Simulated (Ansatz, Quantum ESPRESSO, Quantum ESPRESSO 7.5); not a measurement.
## From contact to tunnelling: vacuum gaps between two Pb(111) faces

How fast does transmission decay with width? The series: vacuum gaps between two Pb(111) faces.

Program: Quantum ESPRESSO 7.5. Level of theory: plane-wave DFT, LDA, GBRV ultrasoft pseudopotentials (cross-check by Ansatz 0.2.0 with PAW datasets). Results are calculated unless marked as measured.

Most raw output is cut from this account.

## Step 1: The structure

The cell holds 12 atoms: 12 Pb. Cell: a = 3.557 Å, b = 3.557 Å, c = 36.945 Å, α = 90.0°, β = 90.0°, γ = 60.0°. It derives from Pb. Regions: left lead, 6 atoms (6 Pb); right lead, 6 atoms (6 Pb). The structure is stacked along c, and the current runs across the ab planes.

## Step 2: Ground state, 5 Å

One periodic cell holds a stretch of lead, the junction and more lead; the atoms stay as built.

The input, j0.scf.in:

```
&control
  prefix = 'j0.scf'
  outdir = './out'
  pseudo_dir = './pseudo'
  calculation = 'scf'
  tprnfor = .true.
/
&system
  ibrav = 0
  nat = 12
  ntyp = 1
  ecutwfc = 40
  ecutrho = 200
  occupations = 'smearing'
  smearing = 'mv'
  degauss = 0.01
/
&electrons
  conv_thr = 1e-07
  mixing_beta = 0.25
  electron_maxstep = 120
  mixing_mode = 'local-TF'
/
ATOMIC_SPECIES
  Pb  207.2000  pb_lda_v1.uspp.F.UPF
CELL_PARAMETERS angstrom
  3.55674710936833 0.00000000000000 0.00000000000000
  1.77837355468417 3.08023335154985 0.00000000000000
  0.00000000000000 0.00000000000000 36.94479039426199
ATOMIC_POSITIONS crystal
  Pb  0.000000000000 0.000000000000 0.000000000000
  Pb  0.333333333000 0.333333333000 0.078605720131
  Pb  0.666666667000 0.666666667000 0.157211440262
  Pb  0.000000000000 0.000000000000 0.235817160393
  Pb  0.333333333000 0.333333333000 0.314422880523
  Pb  0.666666667000 0.666666667000 0.393028600654
  Pb  0.000000000000 0.000000000000 0.528365679215
  Pb  0.333333333000 0.333333333000 0.606971399346
  Pb  0.666666667000 0.666666667000 0.685577119477
  Pb  0.000000000000 0.000000000000 0.764182839607
  Pb  0.333333333000 0.333333333000 0.842788559738
  Pb  0.666666667000 0.666666667000 0.921394279869
K_POINTS automatic
  8 8 1 0 0 0
```

Started as:

```bash
> OMP_NUM_THREADS=1 mpirun -n 4 pw.x -nk 4 -in j0.scf.in > j0.scf.out
```

Wall time 3.7 min (4 MPI ranks of Arm Neoverse N1, shared host); peak memory 1.3 GiB; 15 min of CPU time.

Numbers from this step:

```
free energy  : -26779.8731 eV
Fermi energy : 9.441 eV
```

The run needed 9 iterations to bring the estimated error under 1e-07 Ry; the largest force on any atom, held or free, is 0.41 eV/Å.

## Step 3: The open system, 5 Å

prefixt takes both regions from one run: the lead from 0 to bdl, the scattering region from bdl to bds (units of alat). ikind = 1 puts the same lead on both sides. The program's T_tot counts both spins in a run without spin; the tables below give T per spin.

The input, j0.cond.in:

```
&inputcond
  outdir = './out'
  prefixt = 'j0.scf'
  tran_file = 'j0.cond.dat'
  bdl = 2.4494897422
  bds = 10.3872412780
  ikind = 1
  ewind = 4.0
  epsproj = 1e-05
  nz1 = 7
  energy0 = 0.4
  denergy = -0.4
/
10
  0.00000000 0.00000000 0.01562500
  0.00000000 0.12500000 0.09375000
  0.00000000 0.25000000 0.09375000
  0.00000000 0.37500000 0.09375000
  0.00000000 0.50000000 0.04687500
  0.12500000 0.25000000 0.09375000
  0.12500000 0.37500000 0.18750000
  0.12500000 0.50000000 0.18750000
  0.25000000 0.50000000 0.09375000
  0.25000000 0.62500000 0.09375000
3
```

Started as:

```bash
> OMP_NUM_THREADS=1 mpirun -n 4 pwcond.x -in j0.cond.in > j0.cond.out
```

Run time: 2.6 min. Hardware: 4 MPI ranks; peak memory 0.36 GiB; 10 min of CPU time.

Read from the output:

- lead channels at the Fermi level, one spin: 1.234
- transmission at the Fermi level, one spin: 0.1902
- conductance: 0.1902 G₀

Per spin; mean over the k mesh across the current. The open channels, zone mean by energy, zero at the Fermi level:

| energy (eV) | open channels, zone mean |
| --- | --- |
| -0.400 | 1.42 |
| 0.000 | 1.23 |
| 0.400 | 1.47 |

Per spin; mean over the k mesh across the current. The transmission, zone mean by energy, zero at the Fermi level:

| energy (eV) | transmission, zone mean |
| --- | --- |
| -0.400 | 0.167 |
| 0.000 | 0.190 |
| 0.400 | 0.257 |

At 0.000 eV; k in fractions of b1, b2. Transmission by k point:

| k1 | k2 | weight | t | channels |
| --- | --- | --- | --- | --- |
| 0 | 0 | 0.01562 | 0.3898 | 1 |
| 0 | 0.125 | 0.09375 | 0.3804 | 1 |
| 0 | 0.25 | 0.09375 | 0.1968 | 2 |
| 0 | 0.375 | 0.09375 | 0.2375 | 1 |
| 0 | 0.5 | 0.04688 | 0 | 0 |
| 0.125 | 0.25 | 0.09375 | 0.3811 | 1 |
| 0.125 | 0.375 | 0.1875 | 0.244 | 2 |
| 0.125 | 0.5 | 0.1875 | 0.1103 | 1 |
| 0.25 | 0.5 | 0.09375 | 0.03928 | 1 |
| 0.25 | 0.625 | 0.09375 | 0.01979 | 1 |

## Step 4: The same in Ansatz, 5 Å

A second code with its own PAW datasets, on the same atoms.

Level of this step: plane-wave DFT, LDA, Ansatz PAW (Ansatz 0.2.0).

The input, input.yaml:

```yaml
crystal:
  lattice:
    - [3.5567471094, 0.0, 0.0]
    - [1.7783735547, 3.0802333515, 0.0]
    - [0.0, 0.0, 36.9447903943]
  atoms:
    - { symbol: Pb, position: [0.0, 0.0, 0.0] }
    - { symbol: Pb, position: [0.333333333, 0.333333333, 0.0786057201] }
    - { symbol: Pb, position: [0.666666667, 0.666666667, 0.1572114403] }
    - { symbol: Pb, position: [0.0, 0.0, 0.2358171604] }
    - { symbol: Pb, position: [0.333333333, 0.333333333, 0.3144228805] }
    - { symbol: Pb, position: [0.666666667, 0.666666667, 0.3930286007] }
    - { symbol: Pb, position: [0.0, 0.0, 0.5283656792] }
    - { symbol: Pb, position: [0.333333333, 0.333333333, 0.6069713993] }
    - { symbol: Pb, position: [0.666666667, 0.666666667, 0.6855771195] }
    - { symbol: Pb, position: [0.0, 0.0, 0.7641828396] }
    - { symbol: Pb, position: [0.333333333, 0.333333333, 0.8427885597] }
    - { symbol: Pb, position: [0.666666667, 0.666666667, 0.9213942799] }
kpoints:
  mp_grid: { grid: [8, 8, 1] }
hamiltonian:
  xc: lda
scf:
  occupations: { method: fermi_dirac, width: 0.1 }
  convergence: { dr2_threshold: 1.0e-08 }
output:
  transmission: { leads: [[0, 3]], e_range: [-0.4, 0.4], de: 0.4, kmesh: [8, 8] }
  write_potential: true
  write_density: true
  volumetric_format: npy
```

Started as:

```bash
> ansatz run input.yaml --threads 4 --pin off --max-ram 8192MiB --backend cpu --events-out ev --progress --plain --runs-dir out
```

Elapsed: 27 s, on 4 threads; peak memory 1.1 GiB; 1.7 min of CPU time.

This step gave:

* free energy: -139227.4042 eV
* energy at zero smearing: -139227.2975 eV
* smearing term TS: 0.2135 eV
* Fermi energy: 9.149 eV
* symmetry operations: 12
* transmission at the Fermi level, one spin: 0.1877
* step of the lead's Hamiltonian over a period: 167 meV

Per spin; mean over the k mesh across the current. Transmission, zone mean against energy, zero at the Fermi level:

| energy (eV) | transmission, zone mean |
| --- | --- |
| -0.400 | 0.166 |
| 0.000 | 0.188 |
| 0.400 | 0.254 |

Per spin; mean over the k mesh across the current. Table of open channels, zone mean by energy, zero at the Fermi level:

| energy (eV) | open channels, zone mean |
| --- | --- |
| -0.400 | 1.42 |
| 0.000 | 1.23 |
| 0.400 | 1.42 |

Ansatz finds T = 0.188 against pwcond's 0.190.

## Step 5: SCF with pw.x, 6 Å

Level of this step: plane-wave DFT, LDA, GBRV ultrasoft pseudopotentials (Quantum ESPRESSO 7.5).

The input, j1.scf.in:

```
&control
  prefix = 'j1.scf'
  outdir = './out'
  pseudo_dir = './pseudo'
  calculation = 'scf'
  tprnfor = .true.
/
&system
  ibrav = 0
  nat = 12
  ntyp = 1
  ecutwfc = 40
  ecutrho = 200
  occupations = 'smearing'
  smearing = 'mv'
  degauss = 0.01
/
&electrons
  conv_thr = 1e-07
  mixing_beta = 0.25
  electron_maxstep = 120
  mixing_mode = 'local-TF'
/
ATOMIC_SPECIES
  Pb  207.2000  pb_lda_v1.uspp.F.UPF
CELL_PARAMETERS angstrom
  3.55674710936833 0.00000000000000 0.00000000000000
  1.77837355468417 3.08023335154985 0.00000000000000
  0.00000000000000 0.00000000000000 37.94479039426199
ATOMIC_POSITIONS crystal
  Pb  0.000000000000 0.000000000000 0.000000000000
  Pb  0.333333333000 0.333333333000 0.076534138780
  Pb  0.666666667000 0.666666667000 0.153068277561
  Pb  0.000000000000 0.000000000000 0.229602416341
  Pb  0.333333333000 0.333333333000 0.306136555121
  Pb  0.666666667000 0.666666667000 0.382670693901
  Pb  0.000000000000 0.000000000000 0.540795167318
  Pb  0.333333333000 0.333333333000 0.617329306099
  Pb  0.666666667000 0.666666667000 0.693863444879
  Pb  0.000000000000 0.000000000000 0.770397583659
  Pb  0.333333333000 0.333333333000 0.846931722439
  Pb  0.666666667000 0.666666667000 0.923465861220
K_POINTS automatic
  8 8 1 0 0 0
```

Started as:

```bash
> OMP_NUM_THREADS=1 mpirun -n 4 pw.x -nk 4 -in j1.scf.in > j1.scf.out
```

It took 4.6 min on 4 MPI ranks; peak memory 1.3 GiB; 18 min of CPU time.

Read from the output:

* free energy: -26779.8230 eV
* Fermi energy: 9.073 eV

## Step 6: Transmission with pwcond.x, 6 Å

j1.cond.in is the input of step 3 with these lines changed:

```diff
@@ -2,6 +2,6 @@
   outdir = './out'
-  prefixt = 'j0.scf'
-  tran_file = 'j0.cond.dat'
+  prefixt = 'j1.scf'
+  tran_file = 'j1.cond.dat'
   bdl = 2.4494897422
-  bds = 10.3872412780
+  bds = 10.6683970559
   ikind = 1
```

Started as:

```bash
> OMP_NUM_THREADS=1 mpirun -n 4 pwcond.x -in j1.cond.in > j1.cond.out
```

It took 2.8 min on 4 MPI ranks; peak memory 0.36 GiB.

Numbers from this step:

| Quantity | Value |
| --- | --- |
| lead channels at the Fermi level, one spin | 1.141 |
| transmission at the Fermi level, one spin | 0.04356 |
| conductance | 0.04356 G₀ |

Per spin; mean over the k mesh across the current. Transmission, zone mean against energy, zero at the Fermi level:

| energy (eV) | transmission, zone mean |
| --- | --- |
| -0.400 | 0.0310 |
| 0.000 | 0.0436 |
| 0.400 | 0.0518 |

T goes from 0.190 to 0.0436, a factor of 4.4.

## Step 7: The same in Ansatz, 6 Å

Level of this step: plane-wave DFT, LDA, Ansatz PAW (Ansatz 0.2.0).

The input, input.yaml:

```yaml
crystal:
  lattice:
    - [3.5567471094, 0.0, 0.0]
    - [1.7783735547, 3.0802333515, 0.0]
    - [0.0, 0.0, 37.9447903943]
  atoms:
    - { symbol: Pb, position: [0.0, 0.0, 0.0] }
    - { symbol: Pb, position: [0.333333333, 0.333333333, 0.0765341388] }
    - { symbol: Pb, position: [0.666666667, 0.666666667, 0.1530682776] }
    - { symbol: Pb, position: [0.0, 0.0, 0.2296024163] }
    - { symbol: Pb, position: [0.333333333, 0.333333333, 0.3061365551] }
    - { symbol: Pb, position: [0.666666667, 0.666666667, 0.3826706939] }
    - { symbol: Pb, position: [0.0, 0.0, 0.5407951673] }
    - { symbol: Pb, position: [0.333333333, 0.333333333, 0.6173293061] }
    - { symbol: Pb, position: [0.666666667, 0.666666667, 0.6938634449] }
    - { symbol: Pb, position: [0.0, 0.0, 0.7703975837] }
    - { symbol: Pb, position: [0.333333333, 0.333333333, 0.8469317224] }
    - { symbol: Pb, position: [0.666666667, 0.666666667, 0.9234658612] }
kpoints:
  mp_grid: { grid: [8, 8, 1] }
hamiltonian:
  xc: lda
scf:
  occupations: { method: fermi_dirac, width: 0.1 }
  convergence: { dr2_threshold: 1.0e-08 }
output:
  transmission: { leads: [[0, 3]], e_range: [-0.4, 0.4], de: 0.4, kmesh: [8, 8] }
  write_potential: true
  write_density: true
  volumetric_format: npy
  elf: true
```

Started as:

```bash
> ansatz run input.yaml --threads 4 --pin off --max-ram 8192MiB --backend cpu --events-out ev --progress --plain --runs-dir out
```

Run time: 29 s. Hardware: 4 threads; peak memory 1.2 GiB.

Numbers from this step:

- free energy: -139227.3518 eV
- energy at zero smearing: -139227.2471 eV
- smearing term TS: 0.2095 eV
- Fermi energy: 8.792 eV
- transmission at the Fermi level, one spin: 0.03867
- lead channels at the Fermi level, one spin: 1.234
- step of the lead's Hamiltonian over a period: 160.3 meV

Per spin; mean over the k mesh across the current. Transmission, zone mean against energy, zero at the Fermi level:

| energy (eV) | transmission, zone mean |
| --- | --- |
| -0.400 | 0.0312 |
| 0.000 | 0.0387 |
| 0.400 | 0.0535 |

Ansatz finds T = 0.0387 against pwcond's 0.0436.

## Step 8: Self-consistent run, 7 Å

Level of this step: plane-wave DFT, LDA, GBRV ultrasoft pseudopotentials (Quantum ESPRESSO 7.5).

The input, j2.scf.in:

```
&control
  prefix = 'j2.scf'
  outdir = './out'
  pseudo_dir = './pseudo'
  calculation = 'scf'
  tprnfor = .true.
/
&system
  ibrav = 0
  nat = 12
  ntyp = 1
  ecutwfc = 40
  ecutrho = 200
  occupations = 'smearing'
  smearing = 'mv'
  degauss = 0.01
/
&electrons
  conv_thr = 1e-07
  mixing_beta = 0.25
  electron_maxstep = 120
  mixing_mode = 'local-TF'
/
ATOMIC_SPECIES
  Pb  207.2000  pb_lda_v1.uspp.F.UPF
CELL_PARAMETERS angstrom
  3.55674710936833 0.00000000000000 0.00000000000000
  1.77837355468417 3.08023335154985 0.00000000000000
  0.00000000000000 0.00000000000000 38.94479039426199
ATOMIC_POSITIONS crystal
  Pb  0.000000000000 0.000000000000 0.000000000000
  Pb  0.333333333000 0.333333333000 0.074568942973
  Pb  0.666666667000 0.666666667000 0.149137885947
  Pb  0.000000000000 0.000000000000 0.223706828920
  Pb  0.333333333000 0.333333333000 0.298275771894
  Pb  0.666666667000 0.666666667000 0.372844714867
  Pb  0.000000000000 0.000000000000 0.552586342159
  Pb  0.333333333000 0.333333333000 0.627155285133
  Pb  0.666666667000 0.666666667000 0.701724228106
  Pb  0.000000000000 0.000000000000 0.776293171080
  Pb  0.333333333000 0.333333333000 0.850862114053
  Pb  0.666666667000 0.666666667000 0.925431057027
K_POINTS automatic
  8 8 1 0 0 0
```

Started as:

```bash
> OMP_NUM_THREADS=1 mpirun -n 4 pw.x -nk 4 -in j2.scf.in > j2.scf.out
```

Run time: 4.2 min. Hardware: 4 MPI ranks; peak memory 1.4 GiB.

Numbers from this step:

* free energy: -26779.8158 eV
* Fermi energy: 8.726 eV

## Step 9: The open system, 7 Å

j2.cond.in is the input of step 6 with these lines changed:

```diff
@@ -2,6 +2,6 @@
   outdir = './out'
-  prefixt = 'j1.scf'
-  tran_file = 'j1.cond.dat'
+  prefixt = 'j2.scf'
+  tran_file = 'j2.cond.dat'
   bdl = 2.4494897422
-  bds = 10.6683970559
+  bds = 10.9495528337
   ikind = 1
```

Started as:

```bash
> OMP_NUM_THREADS=1 mpirun -n 4 pwcond.x -in j2.cond.in > j2.cond.out
```

Run time: 2.7 min. Hardware: 4 MPI ranks; peak memory 0.36 GiB; 11 min of CPU time.

Read from the output:

* transmission at the Fermi level, one spin: 0.006014
* conductance: 0.006014 G₀

Per spin; mean over the k mesh across the current. Table of transmission, zone mean by energy, zero at the Fermi level:

| energy (eV) | transmission, zone mean |
| --- | --- |
| -0.400 | 0.00438 |
| 0.000 | 0.00601 |
| 0.400 | 0.00895 |

At 0.000 eV; k in fractions of b1, b2. Transmission by k point:

| k1 | k2 | weight | t | channels |
| --- | --- | --- | --- | --- |
| 0 | 0 | 0.01562 | 0.02556 | 1 |
| 0 | 0.125 | 0.09375 | 0.02101 | 1 |
| 0 | 0.25 | 0.09375 | 0.00812 | 2 |
| 0 | 0.375 | 0.09375 | 0.003673 | 1 |
| 0 | 0.5 | 0.04688 | 0 | 0 |
| 0.125 | 0.25 | 0.09375 | 0.01541 | 1 |
| 0.125 | 0.375 | 0.1875 | 0.004687 | 2 |
| 0.125 | 0.5 | 0.1875 | 9.95e-4 | 1 |
| 0.25 | 0.5 | 0.09375 | 2.74e-4 | 1 |
| 0.25 | 0.625 | 0.09375 | 3.83e-5 | 1 |

T goes from 0.0436 to 0.00601, a factor of 7.2.

## Step 10: Cross-check with Ansatz, 7 Å

Level of this step: plane-wave DFT, LDA, Ansatz PAW (Ansatz 0.2.0).

input.yaml, the sections that differ from step 7:

```yaml
crystal:
  lattice:
    - [3.5567471094, 0.0, 0.0]
    - [1.7783735547, 3.0802333515, 0.0]
    - [0.0, 0.0, 38.9447903943]
  atoms:
    - { symbol: Pb, position: [0.0, 0.0, 0.0] }
    - { symbol: Pb, position: [0.333333333, 0.333333333, 0.074568943] }
    - { symbol: Pb, position: [0.666666667, 0.666666667, 0.1491378859] }
    - { symbol: Pb, position: [0.0, 0.0, 0.2237068289] }
    - { symbol: Pb, position: [0.333333333, 0.333333333, 0.2982757719] }
    - { symbol: Pb, position: [0.666666667, 0.666666667, 0.3728447149] }
    - { symbol: Pb, position: [0.0, 0.0, 0.5525863422] }
    - { symbol: Pb, position: [0.333333333, 0.333333333, 0.6271552851] }
    - { symbol: Pb, position: [0.666666667, 0.666666667, 0.7017242281] }
    - { symbol: Pb, position: [0.0, 0.0, 0.7762931711] }
    - { symbol: Pb, position: [0.333333333, 0.333333333, 0.8508621141] }
    - { symbol: Pb, position: [0.666666667, 0.666666667, 0.925431057] }
# kpoints, hamiltonian, scf, output: as in step 7
```

Started as:

```bash
> ansatz run input.yaml --threads 4 --pin off --max-ram 8192MiB --backend cpu --events-out ev --progress --plain --runs-dir out
```

Elapsed: 29 s, on 4 threads; peak memory 1.3 GiB; 1.8 min of CPU time.

Read from the output:

```
free energy                                  : -139227.3422 eV
energy at zero smearing                      : -139227.2392 eV
smearing term TS                             : 0.2060 eV
Fermi energy                                 : 8.458 eV
transmission at the Fermi level, one spin    : 0.005975
step of the lead's Hamiltonian over a period : 157.6 meV
```

Per spin; mean over the k mesh across the current. The transmission, zone mean by energy, zero at the Fermi level:

| energy (eV) | transmission, zone mean |
| --- | --- |
| -0.400 | 0.00443 |
| 0.000 | 0.00597 |
| 0.400 | 0.00928 |

Ansatz finds T = 0.00597 against pwcond's 0.00601.

## Step 11: Ground state, 8 Å

Level of this step: plane-wave DFT, LDA, GBRV ultrasoft pseudopotentials (Quantum ESPRESSO 7.5).

The input, j3.scf.in:

```
&control
  prefix = 'j3.scf'
  outdir = './out'
  pseudo_dir = './pseudo'
  calculation = 'scf'
  tprnfor = .true.
/
&system
  ibrav = 0
  nat = 12
  ntyp = 1
  ecutwfc = 40
  ecutrho = 200
  occupations = 'smearing'
  smearing = 'mv'
  degauss = 0.01
/
&electrons
  conv_thr = 1e-07
  mixing_beta = 0.25
  electron_maxstep = 120
  mixing_mode = 'local-TF'
/
ATOMIC_SPECIES
  Pb  207.2000  pb_lda_v1.uspp.F.UPF
CELL_PARAMETERS angstrom
  3.55674710936833 0.00000000000000 0.00000000000000
  1.77837355468417 3.08023335154985 0.00000000000000
  0.00000000000000 0.00000000000000 39.94479039426199
ATOMIC_POSITIONS crystal
  Pb  0.000000000000 0.000000000000 0.000000000000
  Pb  0.333333333000 0.333333333000 0.072702142767
  Pb  0.666666667000 0.666666667000 0.145404285533
  Pb  0.000000000000 0.000000000000 0.218106428300
  Pb  0.333333333000 0.333333333000 0.290808571066
  Pb  0.666666667000 0.666666667000 0.363510713833
  Pb  0.000000000000 0.000000000000 0.563787143401
  Pb  0.333333333000 0.333333333000 0.636489286167
  Pb  0.666666667000 0.666666667000 0.709191428934
  Pb  0.000000000000 0.000000000000 0.781893571700
  Pb  0.333333333000 0.333333333000 0.854595714467
  Pb  0.666666667000 0.666666667000 0.927297857233
K_POINTS automatic
  8 8 1 0 0 0
```

Started as:

```bash
> OMP_NUM_THREADS=1 mpirun -n 4 pw.x -nk 4 -in j3.scf.in > j3.scf.out
```

It took 4.8 min on 4 MPI ranks; peak memory 1.4 GiB; 19 min of CPU time.

Numbers from this step:

```
free energy  : -26779.8164 eV
Fermi energy : 8.401 eV
```

## Step 12: The open system, 8 Å

j3.cond.in is the input of step 9 with these lines changed:

```diff
@@ -2,6 +2,6 @@
   outdir = './out'
-  prefixt = 'j2.scf'
-  tran_file = 'j2.cond.dat'
+  prefixt = 'j3.scf'
+  tran_file = 'j3.cond.dat'
   bdl = 2.4494897422
-  bds = 10.9495528337
+  bds = 11.2307086115
   ikind = 1
```

Started as:

```bash
> OMP_NUM_THREADS=1 mpirun -n 4 pwcond.x -in j3.cond.in > j3.cond.out
```

Run time: 2.7 min. Hardware: 4 MPI ranks; peak memory 0.36 GiB.

Read from the output:

```
transmission at the Fermi level, one spin : 8.07e-4
conductance                               : 8.07e-4 G₀
```

Per spin; mean over the k mesh across the current. The transmission, zone mean by energy, zero at the Fermi level:

| energy (eV) | transmission, zone mean |
| --- | --- |
| -0.400 | 5.4e-4 |
| 0.000 | 8.1e-4 |
| 0.400 | 0.00137 |

T goes from 0.00601 to 8.1e-4, a factor of 7.5.

## Step 13: Cross-check with Ansatz, 8 Å

Level of this step: plane-wave DFT, LDA, Ansatz PAW (Ansatz 0.2.0).

input.yaml, the sections that differ from step 10:

```yaml
crystal:
  lattice:
    - [3.5567471094, 0.0, 0.0]
    - [1.7783735547, 3.0802333515, 0.0]
    - [0.0, 0.0, 39.9447903943]
  atoms:
    - { symbol: Pb, position: [0.0, 0.0, 0.0] }
    - { symbol: Pb, position: [0.333333333, 0.333333333, 0.0727021428] }
    - { symbol: Pb, position: [0.666666667, 0.666666667, 0.1454042855] }
    - { symbol: Pb, position: [0.0, 0.0, 0.2181064283] }
    - { symbol: Pb, position: [0.333333333, 0.333333333, 0.2908085711] }
    - { symbol: Pb, position: [0.666666667, 0.666666667, 0.3635107138] }
    - { symbol: Pb, position: [0.0, 0.0, 0.5637871434] }
    - { symbol: Pb, position: [0.333333333, 0.333333333, 0.6364892862] }
    - { symbol: Pb, position: [0.666666667, 0.666666667, 0.7091914289] }
    - { symbol: Pb, position: [0.0, 0.0, 0.7818935717] }
    - { symbol: Pb, position: [0.333333333, 0.333333333, 0.8545957145] }
    - { symbol: Pb, position: [0.666666667, 0.666666667, 0.9272978572] }
# kpoints, hamiltonian, scf, output: as in step 10
```

Started as:

```bash
> ansatz run input.yaml --threads 4 --pin off --max-ram 8192MiB --backend cpu --events-out ev --progress --plain --runs-dir out
```

The job ended after 32 s (4 threads; peak memory 1.4 GiB; 2 min of CPU time).

This step gave:

- free energy: -139227.3416 eV
- energy at zero smearing: -139227.2394 eV
- smearing term TS: 0.2044 eV
- Fermi energy: 8.142 eV
- transmission at the Fermi level, one spin: 8.19e-4
- step of the lead's Hamiltonian over a period: 156.8 meV

Per spin; mean over the k mesh across the current. Transmission, zone mean against energy, zero at the Fermi level:

| energy (eV) | transmission, zone mean |
| --- | --- |
| -0.400 | 5.5e-4 |
| 0.000 | 8.2e-4 |
| 0.400 | 0.00141 |

Ansatz finds T = 8.2e-4 against pwcond's 8.1e-4.

[end of part 1 of 2]

[Logs are printed without paths, hosts, clocks, repeated set-up lines and the standing remarks that a program may print on its own settings, such as how far it seeks lower states.]

[Hosts, paths, dates, database ids (printed as entryN), source tags and the programs' standing remarks are cut or masked in the printed files.]

[Maps of the electrostatic potential energy from Ansatz leave out the sawtooth potential of an applied field or a dipole correction, so their vacuum need not be flat; planar profiles and work functions include it.]
